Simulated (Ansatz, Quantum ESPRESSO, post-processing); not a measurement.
# Thickness dependence of 1T-TiO2, part 2 of 2

Wanted: polarisability and band edges of 1T-TiO2, layer by layer.

Quantum ESPRESSO 7.5; plane-wave DFT, vdW-DF-cx, GBRV ultrasoft pseudopotentials made under PBE; geometry by Ansatz 0.2.0 with PAW datasets.

So far. Step 7 (Bands along a path, 1 layer: no field): Along this path the valence top lies between K and Γ and the conduction bottom at Γ. Step 13 (Electrostatic potential, 2 layers): The slope in the vacuum is 0.100 eV/Å for an applied 0.10 V/Å, as it should be.

## (14) Bands along a path, 2 layers: no field

The input, n2.f0.bands.in:

```
&control
  prefix = 'n2.f0.bands'
  outdir = './out'
  pseudo_dir = './pseudo'
  calculation = 'bands'
  tefield = .true.
  dipfield = .true.
/
&system
  ibrav = 0
  nat = 6
  ntyp = 2
  ecutwfc = 40
  ecutrho = 200
  input_dft = 'vdw-df-cx'
  occupations = 'smearing'
  smearing = 'fd'
  degauss = 0.004
  edir = 3
  emaxpos = 0.97
  eopreg = 0.04
  eamp = 0.0
  nbnd = 28
/
&electrons
  conv_thr = 1e-07
  mixing_beta = 0.4
  electron_maxstep = 120
  mixing_mode = 'local-TF'
/
ATOMIC_SPECIES
  O   15.9990  o_pbe_v1.2.uspp.F.UPF
  Ti  47.8670  ti_pbe_v1.4.uspp.F.UPF
CELL_PARAMETERS angstrom
  2.97604149487829 0.00000000000000 -0.00000000000000
  -1.48802074743914 2.57732753728121 -0.00000000000000
  -0.00000000000000 -0.00000000000000 25.22238424610000
ATOMIC_POSITIONS crystal
  O   0.666666666667 0.333333333333 0.371038824833
  Ti  0.000000000000 0.000000000000 0.409481740167
  O   0.333333333333 0.666666666667 0.447780558853
  O   0.666666666667 0.333333333333 0.552219441452
  Ti  -0.000000000000 -0.000000000000 0.590518255466
  O   0.333333333333 0.666666666667 0.628961179229
K_POINTS crystal_b
4
  0.0000000000 0.0000000000 0.0000000000 12
  0.5000000000 0.0000000000 0.0000000000 12
  0.3333333333 0.3333333333 0.0000000000 12
  0.0000000000 0.0000000000 0.0000000000 1
```

Started as:

```bash
cp -r out/n2.f0.save out/n2.f0.bands.save
cp out/n2.f0.xml out/n2.f0.bands.xml
OMP_NUM_THREADS=1 mpirun -n 4 pw.x -nk 4 -in n2.f0.bands.in > n2.f0.bands.out
```

The job ended after 38 s (4 MPI ranks of Intel Xeon Platinum 8559C (Emerald Rapids), shared host; peak memory 0.38 GiB).

Numbers from this step:

```
dipole along the normal              : -2.08e-5 e·Å
valence top, on the run's zero       : -2.936 eV
conduction bottom, on the run's zero : -0.2834 eV
gap by band count                    : 2.652 eV
```

Band numbers count within the set of bands kept for display. The electronic bands at the labelled points (eV, zero at the highest filled level of the SCF mesh; v1 is the highest filled band, c1 the lowest empty one):

| point | v4 | v3 | v2 | v1 | c1 | c2 | c3 | c4 |
| --- | --- | --- | --- | --- | --- | --- | --- | --- |
| Γ | -0.28 | -0.28 | -0.24 | -0.24 | 2.65 | 2.65 | 2.66 | 2.66 |
| halfway | -1.11 | -1.06 | -0.21 | -0.04 | 3.02 | 3.07 | 3.53 | 3.53 |
| M | -1.31 | -1.24 | -0.92 | -0.57 | 2.89 | 2.90 | 3.73 | 3.73 |
| halfway | -1.66 | -1.53 | -0.93 | -0.75 | 2.96 | 3.00 | 3.80 | 3.81 |
| K | -1.48 | -1.48 | -1.26 | -1.08 | 2.85 | 2.93 | 3.95 | 3.95 |
| halfway | -1.61 | -1.57 | -0.14 | -0.08 | 3.35 | 3.38 | 3.47 | 3.52 |
| Γ | -0.28 | -0.28 | -0.24 | -0.24 | 2.65 | 2.65 | 2.66 | 2.66 |

Along this path the valence top lies between K and Γ and the conduction bottom at Γ.

## (15) Polarisability from the dipole between 0 and 0.1 V/A, 2 layers

Read from the output:

* polarisability a cell: 3.693 Å³
* sheet polarisability 4πα/A: 6.051 Å

Change of the potential energy, second field less first against z:

z (Å), change of the potential energy, second field less first (eV) and a bar from the least value:
```
      0.0     -0.480 #######
      0.5     -0.909 
      1.0     -0.859 #
      1.5     -0.809 ##
      2.0     -0.759 ###
      2.5     -0.709 ###
      3.0     -0.659 ####
      3.5     -0.609 #####
      4.0     -0.559 ######
      4.5     -0.509 #######
      5.0     -0.459 ########
      5.5     -0.409 #########
      6.0     -0.359 #########
      6.5     -0.309 ##########
      7.0     -0.260 ###########
      7.5     -0.211 ############
      8.0     -0.165 #############
      8.5     -0.125 #############
      9.0     -0.100 ##############
      9.5     -0.088 ##############
     10.0     -0.082 ##############
     10.5     -0.077 ##############
     11.0     -0.072 ##############
     11.5     -0.062 ###############
     12.0     -0.042 ###############
     12.5     -0.008 ###############
     13.0      0.028 ################
     13.5      0.055 #################
     14.0      0.068 #################
     14.5      0.074 #################
     15.0      0.078 #################
     15.5      0.083 #################
     16.0      0.092 #################
     16.5      0.110 ##################
     17.0      0.144 ##################
     17.5      0.189 ###################
     18.0      0.237 ####################
     18.5      0.286 #####################
     19.0      0.336 #####################
     19.5      0.386 ######################
     20.0      0.436 #######################
     20.5      0.486 ########################
     21.0      0.536 #########################
     21.5      0.586 ##########################
     22.0      0.636 ###########################
     22.5      0.686 ###########################
     23.0      0.736 ############################
     23.5      0.786 #############################
     24.0      0.836 ##############################
     24.5      0.799 #############################
     25.0     -0.080 ##############
```

## (16) Relaxation with Ansatz, 3 layers

Level of this step: plane-wave DFT, PBE-D3(BJ), Ansatz PAW (Ansatz 0.2.0).

System of this step: 1T-TiO2, 3 layers, AA stacking. The cell holds 9 atoms: 6 O and 3 Ti. Its edges and angles: a = 2.990 Å, b = 2.990 Å, c = 30.984 Å, α = 90.0°, β = 90.0°, γ = 120.0°. It derives from TiO2. Vacuum lies along c.

The input, input.yaml:

```yaml
crystal:
  lattice:
    - [2.99, 0.0, 0.0]
    - [-1.495, 2.5894159573, 0.0]
    - [0.0, 0.0, 30.9835763692]
  atoms:
    - { symbol: O, position: [0.6666666667, 0.3333333333, 0.2743388916] }
    - { symbol: Ti, position: [0.0, 0.0, 0.314056581] }
    - { symbol: O, position: [0.3333333333, 0.6666666667, 0.3537742704] }
    - { symbol: O, position: [0.6666666667, 0.3333333333, 0.4602823106] }
    - { symbol: Ti, position: [0.0, 0.0, 0.5] }
    - { symbol: O, position: [0.3333333333, 0.6666666667, 0.5397176894] }
    - { symbol: O, position: [0.6666666667, 0.3333333333, 0.6462257296] }
    - { symbol: Ti, position: [0.0, 0.0, 0.685943419] }
    - { symbol: O, position: [0.3333333333, 0.6666666667, 0.7256611084] }
kpoints:
  mp_grid: { grid: [12, 12, 1] }
hamiltonian:
  xc: pbe
  dispersion: d3bj
scf:
  occupations: { method: fermi_dirac, width: 0.05 }
  convergence: { dr2_threshold: 1.0e-08 }
efield:
  axis: 3
  dipole_correction: true
  ramp_position: 0.97
  ramp_width: 0.04
relax:
  f_tol: 0.01
  cell: { fix: [c, alpha, beta] }
output:
  write_potential: true
  write_density: true
  volumetric_format: npy
```

Started as:

```bash
ansatz run input.yaml --threads 4 --pin off --max-ram 8192MiB --backend cpu --events-out ev --progress --plain --runs-dir out
```

Wall time 59 s (4 threads); peak memory 0.7 GiB; 3.7 min of CPU time.

Step by step:

| step | energy less that of the first step (eV) | largest force component (eV/Å) | pressure (GPa) | volume (Å³) |
| --- | --- | --- | --- | --- |
| 1 | 0.0000 | 4.1958 | -12.45 | 239.89 |
| 2 | -3.2091 | 1.5161 | -5.91 | 242.89 |
| 3 | -3.5372 | 0.7725 | 3.89 | 231.61 |
| 4 | -3.6777 | 0.0942 | -0.59 | 238.07 |
| 5 | -3.7162 | 0.0677 | -0.20 | 237.13 |
| 6 | -3.7528 | 0.0360 | -0.19 | 237.30 |
| 7 | -3.7877 | 0.0333 | -0.17 | 237.28 |
| 8 | -3.8140 | 0.0250 | -0.11 | 237.35 |
| 9 | -3.8200 | 0.0245 | 0.04 | 237.54 |
| 10 | -3.8205 | 0.0736 | 0.14 | 237.64 |
| 11 | -3.7940 | 0.1785 | -1.40 | 241.13 |
| 12 | -3.8211 | 0.0021 | 0.00 | 237.56 |
| 13* | -3.8171 | 0.0021 | -0.04 | 237.56 |
| 14 | -3.8174 | 0.0008 | 0.00 | 237.45 |
| 15* | -3.8173 | 0.0008 | 0.00 | 237.45 |

Relaxation steps marked * repeat the geometry before them on a plane-wave basis chosen anew for their cell, so energy and pressure can jump there. Relaxation step 11 was tried and not accepted.

Forces are held to the 6 operations that the run works with; a distortion that breaks them can't arise in this run.

| cell as run | before | after | change |
| --- | --- | --- | --- |
| a (Å) | 2.990 | 2.975 | -0.5 % |
| b (Å) | 2.990 | 2.975 | -0.5 % |

The atoms that moved most (Å, along periodic axes as changes of fractional coordinates times the final cell, across vacuum about the mean position):

| atom | dx | dy | dz | length |
| --- | --- | --- | --- | --- |
| O9 | 0.000 | 0.000 | -1.469 | 1.469 |
| O1 | 0.000 | 0.000 | 1.469 | 1.469 |
| Ti8 | 0.000 | 0.000 | -1.208 | 1.208 |
| Ti2 | 0.000 | 0.000 | 1.208 | 1.208 |
| O7 | 0.000 | 0.000 | -0.944 | 0.944 |
| O3 | 0.000 | 0.000 | 0.944 | 0.944 |
| O4 | 0.000 | 0.000 | 0.264 | 0.264 |
| O6 | 0.000 | 0.000 | -0.264 | 0.264 |

Numbers from this step:

* free energy: -10916.5499 eV
* Fermi energy: -0.2562 eV
* gap by band count: 2.606 eV
* dipole along the normal: 1.23e-6 e·Å
* vacuum level at the upper face over a Fermi level inside the gap: 6.872 eV
* vacuum level at the lower face over a Fermi level inside the gap: 6.872 eV

## (17) Ground state, 3 layers: no field

Level of this step: plane-wave DFT, vdW-DF-cx, GBRV ultrasoft pseudopotentials made under PBE (Quantum ESPRESSO 7.5). input_dft overrides the functional of the files.

The input, n3.f0.in:

```
&control
  prefix = 'n3.f0'
  outdir = './out'
  pseudo_dir = './pseudo'
  calculation = 'scf'
  tprnfor = .true.
  tefield = .true.
  dipfield = .true.
/
&system
  ibrav = 0
  nat = 9
  ntyp = 2
  ecutwfc = 40
  ecutrho = 200
  input_dft = 'vdw-df-cx'
  occupations = 'smearing'
  smearing = 'fd'
  degauss = 0.004
  edir = 3
  emaxpos = 0.97
  eopreg = 0.04
  eamp = 0.0
  nbnd = 40
/
&electrons
  conv_thr = 1e-09
  mixing_beta = 0.4
  electron_maxstep = 120
  mixing_mode = 'plain'
/
ATOMIC_SPECIES
  O   15.9990  o_pbe_v1.2.uspp.F.UPF
  Ti  47.8670  ti_pbe_v1.4.uspp.F.UPF
CELL_PARAMETERS angstrom
  2.97477594864013 0.00000000000000 0.00000000000000
  -1.48738797432007 2.57623154208931 -0.00000000000000
  0.00000000000000 -0.00000000000000 30.98357636920000
ATOMIC_POSITIONS crystal
  O   0.666666666667 0.333333333333 0.321739190573
  Ti  0.000000000000 -0.000000000000 0.353049047066
  O   0.333333333333 0.666666666667 0.384234369047
  O   0.666666666667 0.333333333333 0.468812681602
  Ti  0.000000000000 0.000000000000 0.500002563529
  O   0.333333333333 0.666666666667 0.531192444051
  O   0.666666666667 0.333333333333 0.615763050298
  Ti  -0.000000000000 0.000000000000 0.646948387611
  O   0.333333333333 0.666666666667 0.678258266222
K_POINTS automatic
  12 12 1 0 0 0
```

Started as:

```bash
OMP_NUM_THREADS=1 mpirun -n 4 pw.x -nk 4 -in n3.f0.in > n3.f0.out
```

The job ended after 3.8 min (4 MPI ranks; peak memory 1.1 GiB; 15 min of CPU time).

Numbers from this step:

```
free energy                          : -7514.9766 eV
Fermi energy                         : -0.3519 eV
dipole along the normal              : 0 e·Å
valence top, on the run's zero       : -1.693 eV
conduction bottom, on the run's zero : 0.9145 eV
gap by band count                    : 2.608 eV
```

## (18) Electrostatic potential, 3 layers

The input, n3.f0.pot.in:

```
&inputpp
  prefix = 'n3.f0'
  outdir = './out'
  filplot = 'n3.f0.pot.dat'
  plot_num = 11
/
```

Started as:

```bash
OMP_NUM_THREADS=1 mpirun -n 4 pp.x -in n3.f0.pot.in > n3.f0.pot.out
```

Elapsed: 19 s, on 4 MPI ranks; peak memory 0.22 GiB; 74 s of CPU time.

This step gave:

| Quantity | Value |
| --- | --- |
| slope of the potential above | 2.25e-6 eV/Å |
| upper vacuum line continued to the top atoms, over the valence top | 8.327 eV |
| slope of the potential below | -2.90e-6 eV/Å |
| lower vacuum line continued to the bottom atoms, over the valence top | 8.327 eV |
| vacuum level at the upper face over the valence top of the mesh | 8.327 eV |
| vacuum level at the lower face over the valence top of the mesh | 8.327 eV |

## (19) Self-consistent run, 3 layers: field 0.1 V/Å

n3.f1.in is the input of step 17 with these lines changed:

```diff
@@ -1,3 +1,3 @@
 &control
-  prefix = 'n3.f0'
+  prefix = 'n3.f1'
   outdir = './out'
@@ -22,3 +22,3 @@
   eopreg = 0.04
-  eamp = 0.0
+  eamp = 0.00194469
   nbnd = 40
@@ -30,2 +30,3 @@
   mixing_mode = 'plain'
+  startingpot = 'file'
 /
```

Started as:

```bash
cp -r out/n3.f0.save out/n3.f1.save
OMP_NUM_THREADS=1 mpirun -n 4 pw.x -nk 4 -in n3.f1.in > n3.f1.out
```

Elapsed: 3.1 min, on 4 MPI ranks; peak memory 1.1 GiB; 12 min of CPU time.

Read from the output:

```
free energy                          : -7514.9785 eV
Fermi energy                         : -0.3558 eV
dipole along the normal              : 0.03831 e·Å
valence top, on the run's zero       : -1.606 eV
conduction bottom, on the run's zero : 0.7942 eV
gap by band count                    : 2.400 eV
```

## (20) Potential by pp.x, 3 layers

The input, n3.f1.pot.in:

```
&inputpp
  prefix = 'n3.f1'
  outdir = './out'
  filplot = 'n3.f1.pot.dat'
  plot_num = 11
/
```

Started as:

```bash
OMP_NUM_THREADS=1 mpirun -n 4 pp.x -in n3.f1.pot.in > n3.f1.pot.out
```

Run time: 19 s. Hardware: 4 MPI ranks; peak memory 0.23 GiB.

This step gave:

| Quantity | Value |
| --- | --- |
| slope of the potential above | 0.1000 eV/Å |
| upper vacuum line continued to the top atoms, over the valence top | 8.362 eV |
| slope of the potential below | 0.10000 eV/Å |
| lower vacuum line continued to the bottom atoms, over the valence top | 8.162 eV |

The slope in the vacuum is 0.100 eV/Å for an applied 0.10 V/Å, as it should be.

## (21) Bands along a path, 3 layers: no field

n3.f0.bands.in is the input of step 19 with these lines changed:

```diff
@@ -1,7 +1,6 @@
 &control
-  prefix = 'n3.f1'
+  prefix = 'n3.f0.bands'
   outdir = './out'
   pseudo_dir = './pseudo'
-  calculation = 'scf'
-  tprnfor = .true.
+  calculation = 'bands'
   tefield = .true.
@@ -22,3 +21,3 @@
   eopreg = 0.04
-  eamp = 0.00194469
+  eamp = 0.0
   nbnd = 40
@@ -26,7 +25,6 @@
 &electrons
-  conv_thr = 1e-09
+  conv_thr = 1e-07
   mixing_beta = 0.4
   electron_maxstep = 120
-  mixing_mode = 'plain'
-  startingpot = 'file'
+  mixing_mode = 'local-TF'
 /
@@ -49,3 +47,7 @@
   O   0.333333333333 0.666666666667 0.678258266222
-K_POINTS automatic
-  12 12 1 0 0 0
+K_POINTS crystal_b
+4
+  0.0000000000 0.0000000000 0.0000000000 12
+  0.5000000000 0.0000000000 0.0000000000 12
+  0.3333333333 0.3333333333 0.0000000000 12
+  0.0000000000 0.0000000000 0.0000000000 1
```

Started as:

```bash
cp -r out/n3.f0.save out/n3.f0.bands.save
cp out/n3.f0.xml out/n3.f0.bands.xml
OMP_NUM_THREADS=1 mpirun -n 4 pw.x -nk 4 -in n3.f0.bands.in > n3.f0.bands.out
```

Run time: 91 s. Hardware: 4 MPI ranks; peak memory 0.49 GiB; 6 min of CPU time.

This step gave:

```
dipole along the normal              : 0 e·Å
valence top, on the run's zero       : -1.684 eV
conduction bottom, on the run's zero : 0.9145 eV
gap by band count                    : 2.598 eV
```

Band numbers count within the set of bands kept for display. Electronic bands along the path, in eV, zero at the highest filled level of the SCF mesh; v1 is the highest filled band, c1 the lowest empty one:

| point | v4 | v3 | v2 | v1 | c1 | c2 | c3 | c4 |
| --- | --- | --- | --- | --- | --- | --- | --- | --- |
| Γ | -0.30 | -0.28 | -0.28 | -0.25 | 2.61 | 2.61 | 2.62 | 2.62 |
| halfway | -1.09 | -0.29 | -0.16 | -0.05 | 2.96 | 3.00 | 3.04 | 3.48 |
| M | -1.27 | -1.06 | -0.78 | -0.54 | 2.84 | 2.85 | 2.86 | 3.69 |
| halfway | -1.55 | -1.02 | -0.88 | -0.76 | 2.90 | 2.94 | 2.96 | 3.76 |
| K | -1.50 | -1.35 | -1.21 | -1.09 | 2.78 | 2.85 | 2.90 | 3.91 |
| halfway | -1.62 | -0.20 | -0.14 | -0.11 | 3.30 | 3.33 | 3.34 | 3.41 |
| Γ | -0.30 | -0.28 | -0.28 | -0.25 | 2.61 | 2.61 | 2.62 | 2.62 |

Along this path the valence top lies between K and Γ and the conduction bottom at Γ.

## (22) Polarisability from the dipole between 0 and 0.1 V/A, 3 layers

This step gave:

* polarisability a cell: 5.516 Å³
* sheet polarisability 4πα/A: 9.045 Å

Change of the potential energy, second field less first against z:

| z (Å) | change of the potential energy, second field less first (eV) |
| --- | --- |
| 0 | -0.548 |
| 1 | -0.996 |
| 2 | -0.896 |
| 3 | -0.796 |
| 4 | -0.696 |
| 5 | -0.596 |
| 6 | -0.496 |
| 7 | -0.397 |
| 8 | -0.298 |
| 9 | -0.209 |
| 10 | -0.166 |
| 11 | -0.155 |
| 12 | -0.141 |
| 13 | -0.0935 |
| 14 | -0.0274 |
| 15 | -0.00448 |
| 16 | 0.00470 |
| 17 | 0.0283 |
| 18 | 0.0950 |
| 19 | 0.142 |
| 20 | 0.155 |
| 21 | 0.166 |
| 22 | 0.211 |
| 23 | 0.300 |
| 24 | 0.399 |
| 25 | 0.499 |
| 26 | 0.599 |
| 27 | 0.699 |
| 28 | 0.799 |
| 29 | 0.899 |
| 30 | 0.990 |

## (23) The series side by side

All levels:

| level | sheet polarisability (Å) | gap without a field (eV) | vacuum over the valence top of the mesh (eV) | CPU time (s) |
| --- | --- | --- | --- | --- |
| 1 layer | 3.033 | 2.711 | 8.424 | 419.9 |
| 2 layers | 6.051 | 2.652 | 8.366 | 910.9 |
| 3 layers | 9.045 | 2.598 | 8.327 | 1647 |

## (24) A check by hand

From 2 to 3 layers, over the growth of the distance between the outermost mean planes: (9.045 − 6.051) Å / 4.540 Å = 0.659 = 1 − 1/ε, so ε = 2.9.

## (25) Summary of results

```yaml
4pi_alpha_a_of_1_layer: 3.03 Å
gap_along_the_path_1_layer: 2.71 eV
kohn_sham_ionisation_potential_1_layer: 8.41 eV
4pi_alpha_a_of_2_layers: 6.05 Å
gap_along_the_path_2_layers: 2.65 eV
kohn_sham_ionisation_potential_2_layers: 8.36 eV
4pi_alpha_a_of_3_layers: 9.05 Å
gap_along_the_path_3_layers: 2.60 eV
kohn_sham_ionisation_potential_3_layers: 8.32 eV
```

**Reading.** The sheet polarisability 4πα/A grows as 3.03, 6.05 and 9.05 Å for 1, 2 and 3 layers (vdW-DF-cx, GBRV ultrasoft (made under PBE)). The last layer adds 4.54 Å between the outermost mean planes and 2.99 Å of 4πα/A; 1 − 1/ε = 0.659 gives ε = 2.9 along the normal for the stacked crystal at this spacing. The gap runs 2.71, 2.65 and 2.60 eV, falling with each layer as bands that reach between the layers split. The single layer was relaxed under plain PBE (a = 2.989 Å), the stacks with a dispersion correction (a = 2.976 Å for two layers), so the first step mixes stacking with a strain of -0.4 %. The nearest atoms of neighbouring layers lie 3.13 Å apart. One stacking was chosen. The ions are clamped in the field. Semilocal gaps are too small and shrink less with thickness than quasiparticle gaps, which also feel the screening by neighbours.

[Logs are printed without paths, hosts, clocks, repeated set-up lines and the standing remarks that a program may print on its own settings, such as how far it seeks lower states.]

[Hosts, paths, dates, database ids (printed as entryN), source tags and the programs' standing remarks are cut or masked in the printed files.]

[Maps of the electrostatic potential energy from Ansatz leave out the sawtooth potential of an applied field or a dipole correction, so their vacuum need not be flat; planar profiles and work functions include it.]
